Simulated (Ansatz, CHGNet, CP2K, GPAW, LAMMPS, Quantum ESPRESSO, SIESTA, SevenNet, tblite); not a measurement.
**Codes compared on aqueous Cs+ and SO4 2-, 1.7 mol of salt per kg of water at 360 K (106 atoms)**

Aim: run aqueous Cs+ and SO4 2-, 1.7 mol of salt per kg of water at 360 K (106 atoms) in several programs and set results and cost side by side. A plane-wave run serves as the reference.

Calculated with Quantum ESPRESSO 7.5; Kohn-Sham DFT, PBE, SSSP efficiency 1.3.0 pseudopotentials, plane waves.

### 1. The structure

The cell holds 106 atoms: 37 O, 1 S, 66 H and 2 Cs. Its edges and angles: a = 10.287 Å, b = 10.287 Å, c = 10.287 Å, α = 90.0°, β = 90.0°, γ = 90.0°. 33 H2O, 2 Cs+, 1 SO4 2- placed at random, at 1.46 g/cm³; overlaps pushed apart, then 10 ps at 420 K with Joung-Cheatham ions (J. Phys. Chem. B 112, 9020 (2008)); MMFF94 bonds, angles, torsions, charges and radii (Halgren, J. Comput. Chem. 17, 490 (1996)) in harmonic and 12-6 forms; SPC/E water (Berendsen, Grigera and Straatsma, J. Phys. Chem. 91, 6269 (1987)). Snapshot after 20 ps at 360 K and fixed volume.

### 2. Plane-wave reference

The input, pw.in:

```
&control
  calculation = 'scf'
  pseudo_dir = './pseudo'
  outdir = './tmp'
  disk_io = 'none'
  tprnfor = .true.
  tstress = .true.
/
&system
  ibrav = 0
  nat = 106
  ntyp = 4
  ecutwfc = 60
  ecutrho = 480
  nosym = .true.
  occupations = 'smearing'
  smearing = 'fd'
  degauss = 0.003675
/
&electrons
  conv_thr = 5.3e-07
  electron_maxstep = 100
  mixing_beta = 0.4
  mixing_mode = 'plain'
  diagonalization = 'david'
/
ATOMIC_SPECIES
O 15.999 O.upf
S 32.060 S.upf
H 1.008 H.upf
Cs 132.905 Cs.upf
CELL_PARAMETERS angstrom
10.28660 0.00000 0.00000
0.00000 10.28660 0.00000
0.00000 0.00000 10.28660
ATOMIC_POSITIONS crystal
O 0.33369 0.81119 0.99038
S 0.20575 0.76501 0.02262
O 0.11230 0.86468 0.03966
O 0.16794 0.68239 0.91656
O 0.21565 0.68485 0.13646
O 0.57116 0.29467 0.50341
H 0.61995 0.29911 0.58738
H 0.51926 0.21252 0.50040
O 0.36006 0.00977 0.16509
H 0.35073 0.93655 0.10182
H 0.39256 0.97529 0.24998
O 0.51511 0.99864 0.40443
[... 90 atom lines left out ...]
H 0.38836 0.20955 0.91682
H 0.45382 0.33650 0.84754
Cs 0.01560 0.82526 0.76294
Cs 0.15880 0.29650 0.67854
K_POINTS gamma
```

On the command line:

```
> OMP_NUM_THREADS=1 mpirun -np 2 pw.x -in pw.in > output.txt
```

The log of the run:

```text
Program PWSCF
     gamma-point specific algorithms are used
     Parallelization info
     sticks:   dense  smooth     PW     G-vecs:    dense   smooth      PW
     Min        7213    3601    894               652251   230667   28870
     Max        7220    3608    895               652252   230668   28877
     Sum       14433    7209   1789              1304503   461335   57747
     bravais-lattice index     =            0
     lattice parameter (alat)  =      19.4389  a.u.
     unit-cell volume          =    7345.3443 (a.u.)^3
     number of atoms/cell      =          106
     number of atomic types    =            4
     number of electrons       =       312.00
     number of Kohn-Sham states=          187
     kinetic-energy cutoff     =      60.0000  Ry
[... lines left out ...]
     scf convergence threshold =      5.3E-07
[... lines left out ...]
     number of k points=     1  Fermi-Dirac smearing, width (Ry)=  0.0037
[... lines left out ...]
     total energy              =   -1768.32748845 Ry
[... lines left out ...]
     total energy              =   -1771.25204087 Ry
[... lines left out ...]
     total energy              =   -1771.21452868 Ry
[... lines left out ...]
     total energy              =   -1771.25016709 Ry
[... lines left out ...]
     total energy              =   -1771.25016971 Ry
[... lines left out ...]
   -26.2873 -22.1899 -21.6738 -21.5298 -20.7955 -20.7001 -20.5824 -20.5719
   -20.4292 -20.3673 -20.3361 -20.3278 -20.2866 -20.2430 -20.1613 -20.1293
   -20.1147 -20.0183 -19.9467 -19.8827 -19.8487 -19.7946 -19.7803 -19.7219
[...]
6.0784   6.1484   6.1565   6.2580   6.3135   6.4228   6.5707   6.6105
     6.6445   6.7183   6.8596   6.8649   6.9489   7.0702   7.1067   7.2528
     7.3610   7.3796   7.5645
     the Fermi energy is     1.5298 ev
!    total energy              =   -1771.25017009 Ry
     estimated scf accuracy    <       0.00000003 Ry
     smearing contrib. (-TS)   =      -0.00000000 Ry
     internal energy E=F+TS    =   -1771.25017009 Ry
     The total energy is F=E-TS. E is the sum of the following terms:
     one-electron contribution =   -1122.11946437 Ry
     hartree contribution      =     677.09024583 Ry
     xc contribution           =    -392.19781345 Ry
     ewald contribution        =    -582.34668805 Ry
     one-center paw contrib.   =    -351.67645005 Ry
     convergence has been achieved in  10 iterations
     Forces acting on atoms (cartesian axes, Ry/au):
     atom    1 type  1   force =     0.07139454    0.10416594   -0.01411036
     atom    2 type  2   force =     0.07849376   -0.08238949   -0.03700015
     atom    3 type  1   force =    -0.10009400    0.11468215    0.01978228
[...]
atom  105 type  4   force =    -0.04661205    0.03632957   -0.04467616
     atom  106 type  4   force =     0.00289281   -0.00697008    0.00379148
     Total force =     0.470096     Total SCF correction =     0.000387
     Computing stress (Cartesian axis) and pressure
          total   stress  (Ry/bohr**3)                   (kbar)     P=        3.10
   0.00004243  -0.00003168   0.00001420            6.24       -4.66        2.09
  -0.00003168  -0.00005419   0.00003701           -4.66       -7.97        5.44
   0.00001420   0.00003701   0.00007496            2.09        5.44       11.03
     Message from routine punch:
     Nothing written, as per user request (disk_io='none')
```

Wall time 2.8 min (2 MPI ranks of Arm Neoverse V2, shared host); peak memory 2.7 GiB.

Banners, paths, timers and routine set-up lines are dropped from the logs unmarked, and long logs keep their key lines alone; longer cuts are marked.

Numbers from this run:

* r.m.s. force component: 0.6778 eV/Å
* longest force: 3.947 eV/Å
* pressure: 0.31 GPa
* gap (highest filled to lowest empty level): 4.14 eV

### 3. Local order

Pair distribution functions g(r), in bins of 0.2 Å:

```csv
r (Å),total,H-H,H-O,H-Cs,H-S,O-O,O-Cs
0.90,2.11,0.00,4.85,0.00,0.00,0.00,0.00
1.10,2.94,0.00,6.75,0.00,0.00,0.00,0.00
1.30,0.00,0.00,0.00,0.00,0.00,0.00,0.00
1.50,0.22,0.00,0.15,0.00,0.00,0.00,0.00
1.70,1.65,2.56,1.53,0.00,0.00,0.00,0.00
1.90,0.35,0.32,0.53,0.00,0.00,0.00,0.00
2.10,0.59,0.88,0.58,0.00,0.00,0.00,0.00
2.30,0.77,1.35,0.33,0.00,1.17,0.70,0.00
2.50,0.74,1.11,0.43,0.00,3.09,0.68,0.00
2.70,0.89,1.04,0.49,0.87,1.80,1.83,0.82
2.90,1.03,0.91,0.94,0.38,2.41,1.50,3.54
3.10,1.25,1.08,1.35,0.68,1.41,1.52,1.92
3.30,1.29,0.82,1.70,1.82,0.61,1.17,1.08
3.50,1.23,1.12,1.41,1.83,0.53,0.93,0.96
3.70,1.12,1.13,1.18,0.97,0.94,0.92,0.83
3.90,1.04,1.01,1.03,1.32,0.45,1.09,1.53
4.10,0.91,0.93,0.86,1.17,1.96,0.86,1.04
4.30,0.91,1.07,0.81,0.73,1.43,0.95,0.00
4.50,0.91,0.94,0.91,0.48,0.65,0.93,0.85
4.70,1.01,0.95,0.96,1.33,2.06,1.29,1.34
4.90,0.89,0.90,0.85,0.56,0.55,1.14,0.48
```

Bonds by pair of elements; cutoffs follow the first minimum of g(r), held within bounds set by covalent radii, and pairs that aren't listed don't count as bonded:

```csv
pair A-B,cutoff (Å),bonds,mean length (Å),spread (Å),shortest (Å),B about A,A about B
H-O,1.21,66,1,0,1,1,1.78
O-Cs,3.63,13,3.06,0.256,2.67,0.351,6.5
O-S,1.88,4,1.43,0.009,1.42,0.108,4
```

The cutoff for O-Cs falls short of the minimum of g(r), so counts run low and odd coordinations can be artefacts.

How many atoms have how many bonded neighbours:

```csv
element,mean,1,2,3,4,5,8
Cs,6.5,0,0,0,0,1,1
H,1,66,0,0,0,0,0
O,2.24,2,24,11,0,0,0
S,4,0,0,0,1,0,0
```

Hydrogen bonds between water molecules (O–O under 3.5 Å, H–O···O angle under 30°):

```csv
hydrogen bonds to other water,molecules
0,1
1,1
2,7
3,14
4,7
5,3
```

First shells of the ions:

```csv
ion,count,shell,mean number
Cs,2,water O within 4.0 A,8.5
```

### 4. The other programs

The programs:
- CHGNet: machine-learned potential, published weights.
- CP2K 2026.2: Gaussian basis with GTH pseudopotentials and a plane-wave density; labels give functional, basis (MOLOPT sets; SR short-range, UZH the newer set with its own potentials), grid cutoff/relative cutoff and solver (OT: orbital transformation; TRS4, TC2, SIGN: linear-scaling purification with its sparsity filter), or its built-in tight binding.
- GPAW 26.7.0: PAW with atomic orbitals (LCAO), plane waves or a real-space grid of spacing h.
- Quantum ESPRESSO 7.5: plane waves; labels (QE) give functional, pseudopotential set and cutoffs of waves/density.
- SIESTA 5.4.2: numerical atomic orbitals, whose automatically made sets are far from complete, with PseudoDojo norm-conserving potentials that we converted to its format (checked against plane waves on the same files for H, C, O, Si, Ge and Ca alone); labels give functional, basis size, energy shift and mesh cutoff.
- SevenNet: machine-learned potential, published weights.
- tblite 0.8.0: extended tight binding, driven from Python.

All use the same cell and atoms; the electronic-structure runs use the same k-mesh, and an electronic temperature of 580 K (0.05 eV) where levels are smeared.

Differences are against the plane-wave reference, forces as r.m.s. over components; share is that over the reference's r.m.s. force, slope the least-squares factor from reference forces to these. Total energies of different programs have different zeros and aren't compared.

```csv
run,"Δ force, r.m.s. (meV/Å)",share (%),slope,Δ pressure (GPa),Δ gap (eV),cores,CPU time,memory (GiB)
reference,-,-,-,-,-,2,5.6 min,2.7
CHGNet r2SCAN potential,272,40.2,0.915,-2.61,-,1,4.3 s,1.8
"CP2K GFN1-xTB, OT DIIS",409,60.4,1.136,-4.75,-,1,5.4 s,0.36
"CP2K PBE+D3, DZVP-UZH, 600/50 Ry, OT CG",123,18.1,0.972,0.545,0.0654,4,9.9 min,2.8
"CP2K PBE, DZVP-UZH, 210/50 Ry, OT CG (coarse)",156,23.0,0.966,1.51,0.0439,2,6.7 min,0.57
"CP2K PBE, DZVP-UZH, 600/50 Ry, OT CG",126,18.5,0.968,1.26,0.0654,4,10 min,2.7
"CP2K PBE, SZV-MOLOPT-SR, 600/50 Ry, OT CG (coarse)",2228,329,0.783,12.8,-0.264,2,6 min,1.6
"CP2K PBE, SZV-MOLOPT-SR, 600/50 Ry, TC2 filter 1e-04, SCF 1e-05 (coarse)",2228,329,0.790,12.9,-,1,63 s,1.5
"CP2K PBE, SZV-MOLOPT-SR, 600/50 Ry, TC2 filter 1e-06, SCF 1e-06 (coarse)",2228,329,0.785,12.9,-,1,52 s,1.5
"CP2K PBE, SZV-MOLOPT-SR, 600/50 Ry, TC2 filter 1e-07, SCF 1e-07 (coarse)",2228,329,0.783,12.8,-,1,65 s,1.5
"GPAW LDA, LCAO dzp, h 0.18 Å",570,84.0,0.650,-,-0.318,2,86 s,1.3
"GPAW PBE, LCAO dzp, h 0.18 Å",447,65.9,0.854,-,-0.0746,2,97 s,1.3
"GPAW PBE, LCAO sz(dzp), h 0.18 Å (coarse)",3046,449,-0.024,-,-0.832,1,33 s,0.86
"GPAW PBE, LCAO szp(dzp), h 0.18 Å (coarse)",1537,227,0.047,-,0.0477,1,64 s,1.0
"QE PBE+D3(BJ), sssp-1.3.0-efficiency, 60/480 Ry",4.62,0.682,0.999,-0.717,0,2,5.7 min,2.7
"SIESTA PBE, DZ, shift 0.01 Ry, mesh 500 Ry (coarse)",1372,202,1.236,2.96,-0.471,2,81 s,1.1
"SIESTA PBE, DZP, shift 0.01 Ry, mesh 500 Ry",229,33.8,0.906,0.0261,0.0423,2,2.7 min,1.6
"SIESTA PBE, SZ, shift 0.01 Ry, mesh 500 Ry (coarse)",3215,474,-0.002,14.1,-1.05,1,61 s,0.7
"SIESTA PBE, SZ, shift 0.02 Ry, mesh 500 Ry (coarse)",3125,461,0.081,11.1,-1.20,1,54 s,0.64
SevenNet 0 potential,86.3,12.7,0.910,-0.0726,-,1,7.6 s,1.2
SevenNet l3i5 potential,81.9,12.1,0.916,-0.0689,-,1,11 s,2.1
tblite GFN1-xTB,341,50.3,1.086,-4.22,-,1,3.3 s,0.16
```

Rows marked coarse were listed beforehand as settings not expected to be converged; some can still land near the reference.

Times of the machine-learned potentials are mostly Python's start and the loading of weights.

CPU time is summed over cores on a shared host, where runs went side by side, so it is rough. Symmetry, cutoffs, thresholds, outputs and thread counts weren't matched or tuned between programs; memory under MPI is the largest rank's times the ranks.

Left out of this page: tblite IPEA1-xTB (killed or ended with an error); QE PBE, sssp-1.3.0-efficiency, 60/30 Ry (killed or ended with an error).

Runs without a result: SIESTA PBE, SZ, shift 0.02 Ry, mesh 500 Ry, order-N, radius 4.5 Å, eta -2.13 eV (stopped at the start: stopping program Stopping Program from Node:    1); SIESTA PBE, SZ, shift 0.02 Ry, mesh 500 Ry, order-N, radius 3.5 Å, eta -2.13 eV (stopped at the start: stopping program Stopping Program from Node:    0).

Mean charges by element (e), by run and scheme:

```csv
run,scheme,O,S,H,Cs
"CP2K GFN1-xTB, OT DIIS",Mulliken,-0.72,+0.65,+0.36,+1.27
"CP2K PBE+D3, DZVP-UZH, 600/50 Ry, OT CG",Mulliken,-0.59,+0.52,+0.30,+0.80
"CP2K PBE, DZVP-UZH, 600/50 Ry, OT CG",Mulliken,-0.59,+0.52,+0.30,+0.80
"SIESTA PBE, DZP, shift 0.01 Ry, mesh 500 Ry",Hirshfeld,-0.19,+0.47,+0.09,+0.39
tblite GFN1-xTB,Mulliken,-0.69,+0.67,+0.36,+0.69
```

Within one program, basis, potentials and functional, energies share a zero. Each run against its twin at the usual cutoff or grid and solver:

```csv
run,twin,Δ energy (meV/atom),"Δ force, r.m.s. (meV/Å)",CPU time over the twin's
"CP2K PBE, DZVP-UZH, 210/50 Ry, OT CG","DZVP-UZH, 600/50 Ry, OT CG",-7.91,95.0,0.67 (this twin ran on 4 cores)
"CP2K PBE, SZV-MOLOPT-SR, 600/50 Ry, TC2 filter 1e-04, SCF 1e-05","SZV-MOLOPT-SR, 600/50 Ry, OT CG",-0.0832,7.98,0.17 (this twin ran on 2 cores)
"CP2K PBE, SZV-MOLOPT-SR, 600/50 Ry, TC2 filter 1e-06, SCF 1e-06","SZV-MOLOPT-SR, 600/50 Ry, OT CG",0.0124,3.16,0.14 (this twin ran on 2 cores)
"CP2K PBE, SZV-MOLOPT-SR, 600/50 Ry, TC2 filter 1e-07, SCF 1e-07","SZV-MOLOPT-SR, 600/50 Ry, OT CG",-0.0048,0.715,0.18 (this twin ran on 2 cores)
```

### 5. Summary of results

```yaml
reference_r_m_s_force_component: 0.678 eV/Å
nearest_in_forces: QE PBE+D3(BJ), sssp-1.3.0-efficiency, 60/480 Ry, 0.68 %
farthest_in_forces: SIESTA PBE, SZ, shift 0.01 Ry, mesh 500 Ry (coarse), 474 %
cheapest_electronic_structure_run_beside_the_reference: tblite GFN1-xTB, 3.3 s of CPU time
```

The PBE runs in local orbitals, coarse settings apart, differ by 19 % (CP2K PBE, DZVP-UZH, 600/50 Ry, OT CG) to 66 % (GPAW PBE, LCAO dzp, h 0.18 Å); basis, grid and potentials can all enter. Tight binding differs by 50 % (tblite GFN1-xTB) to 60 % (CP2K GFN1-xTB, OT DIIS); it is another model, with fitted parameters of its own, and the xTB methods hold dispersion. Machine-learned potentials differ by 12 % (SevenNet l3i5 potential) to 40 % (CHGNet r2SCAN potential); they were trained on other programs' data, some at another functional. In the reference's own program, potentials and cutoffs, a change of model alone moves forces by 0.68 % (QE PBE+D3(BJ), sssp-1.3.0-efficiency, 60/480 Ry). Other rows with another functional or a dispersion term differ by 18 % (CP2K PBE+D3, DZVP-UZH, 600/50 Ry, OT CG) to 84 % (GPAW LDA, LCAO dzp, h 0.18 Å), which mixes the change of model with differences of basis and potentials. Runs with settings chosen to be coarse differ by 23 % (CP2K PBE, DZVP-UZH, 210/50 Ry, OT CG) to 474 % (SIESTA PBE, SZ, shift 0.01 Ry, mesh 500 Ry), their programs' other errors included. Of the electronic-structure runs that take under half the reference's CPU time, SIESTA PBE, DZP, shift 0.01 Ry, mesh 500 Ry comes nearest, at 34 % in 2.7 min against 5.6 min. In GPAW PBE, LCAO dzp, h 0.18 Å the difference has nearly one length on every H (0.64 eV/Å) and points along its bond, outwards: this method prefers longer bonds, and stiff bonds to hydrogen turn a small shift into a large force. At the same functional, gaps differ from the reference's 4.14 eV by between -1.20 and +0.07 eV. In pressure, SIESTA PBE, SZ, shift 0.01 Ry, mesh 500 Ry misses by +14.1 GPa, at the same functional. Charges hang on model, scheme and program or settings: among these rows the mean for Cs runs from +0.39 to +1.27 e. With TC2, tightening the sparsity filter from 1e-04 to 1e-07, and the SCF threshold with it, takes the force difference from the cubic solver from 8.0 to 0.71 meV/Å, and the CPU time from 0.17 to 0.18 times the cubic solver's. In the reference: filled and empty levels are parted by 4.14 eV (on the run's k-points); a semilocal functional tends to put such gaps too low. In a disordered cell it changes from sample to sample and from frame to frame. In the reference: for some of the pairs, g(r) has its first main peak near 1.6 Å (H-H), 1.0 Å (H-O), 2.5 Å (H-S) and 2.9 Å (O-Cs). Periodic xTB results under one method name differ between programs and library versions. With short bonds to hydrogen, sets of potentials differ among themselves by several per cent in forces even at converged cutoffs, so the reference isn't exact here either. The reference's pressure holds the uncorrected Pulay stress of its 60 Ry basis, so small pressure differences, and their order, may be the reference's own error. Machine-learned potentials mimic data converged in k, so the reference's own k-point error enters their differences. The network of contacts between molecules at the start is that of the classical potential that made the cell, and needn't be the one that DFT or experiment would give. The concentration wasn't checked against solubility and may exceed it. The reference's PBE has no dispersion term, which matters for the binding between molecules or layers. The density was typed from a rule of thumb and may lie off the real one at this temperature. The electronic-structure runs sample only Γ, in a cell whose shortest periodic width is 10 Å. Spin–orbit coupling is left out, which matters for the levels of the heavy elements.

[Also dropped from logs without a mark: logging warnings of Python, and SIESTA's first energy breakdown and zero terms.]

[Logs are printed without paths, hosts, clocks, repeated set-up lines and the standing remarks that a program may print on its own settings, such as how far it seeks lower states.]

[Hosts, paths, dates, database ids (printed as entryN), source tags and the programs' standing remarks are cut or masked in the printed files.]

[The MMFF94 radii named for the starting cell were scaled by 0.96; in molecules described by MMFF94, hydrogen bound to N, O or S took a small fixed 12-6 site in their place.]
